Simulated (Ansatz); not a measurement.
Planning a run of Ansatz 0.2.0 on Bi2Te2PbS2 (R-3m). The input:

```yaml
crystal:
  lattice:
    - [2.13505, 1.2326716922, 13.4709566667]
    - [-2.13505, 1.2326716922, 13.4709566667]
    - [0.0, -2.4653433845, 13.4709566667]
  atoms:
    - { symbol: Bi, position: [0.58139, 0.58139, 0.58139] }
    - { symbol: Bi, position: [0.41861, 0.41861, 0.41861] }
    - { symbol: Te, position: [0.87066, 0.87066, 0.87066] }
    - { symbol: Te, position: [0.12934, 0.12934, 0.12934] }
    - { symbol: Pb, position: [0.0, 0.0, 0.0] }
    - { symbol: S, position: [0.29134, 0.29134, 0.29134] }
    - { symbol: S, position: [0.70866, 0.70866, 0.70866] }
kpoints:
  mp_grid: { grid: [4, 4, 4] }
hamiltonian:
  xc: { exchange: pbe, correlation: pbe, exx: { coeff: 0.3 } }
  pseudopotentials: { kind: paw, azcp: { folder: soft_1 } }
scf:
  occupations: { method: fixed }
gw:
  n_empty_bands: 887
  ecut_chi: 150.0
  qp_bands: [v2, c2]
  qp_kpoints: band_edges
  screening: { model: contour_deformation }
```

```sh
ansatz run input.yaml --threads 2 --pin off --max-ram 92160MiB --backend cuda --events-out ev --progress --plain --runs-dir out --devices 1 --max-vram 13GiB
```

Question: Estimate wall time and host memory on 1 × NVIDIA H100 80GB HBM3 (shared by 6 runs) with 2 threads of AMD EPYC 7R13 (Zen 3), shared host.

It took 4.9 min; on shared hardware allow 2.5 min to 9.8 min. Peak host memory was 4.5 GiB. The sizes that set the cost: 4143 plane waves a state, 13 irreducible k points, 931 bands summed, 897 plane waves in the screening and 24 SCF cycles.

The screening grows as filled bands × empty bands × pairs of k points, times the square of the screening basis for the matrix.

[Paths, hosts, dates, memory and timing lines, banners, echoed tables and standing remarks are left out of the program output.]

[Logs are printed without paths, hosts, clocks, repeated set-up lines and the standing remarks that a program may print on its own settings, such as how far it seeks lower states.]

[Runs of the session that timed out or met a known fault of the program may be left out.]

[Cells called generated may have been cut or substituted from an entry of the Crystallography Open Database or the Materials Project.]

[Hosts, paths, dates, database ids (printed as entryN), source tags and the programs' standing remarks are cut or masked in the printed files.]
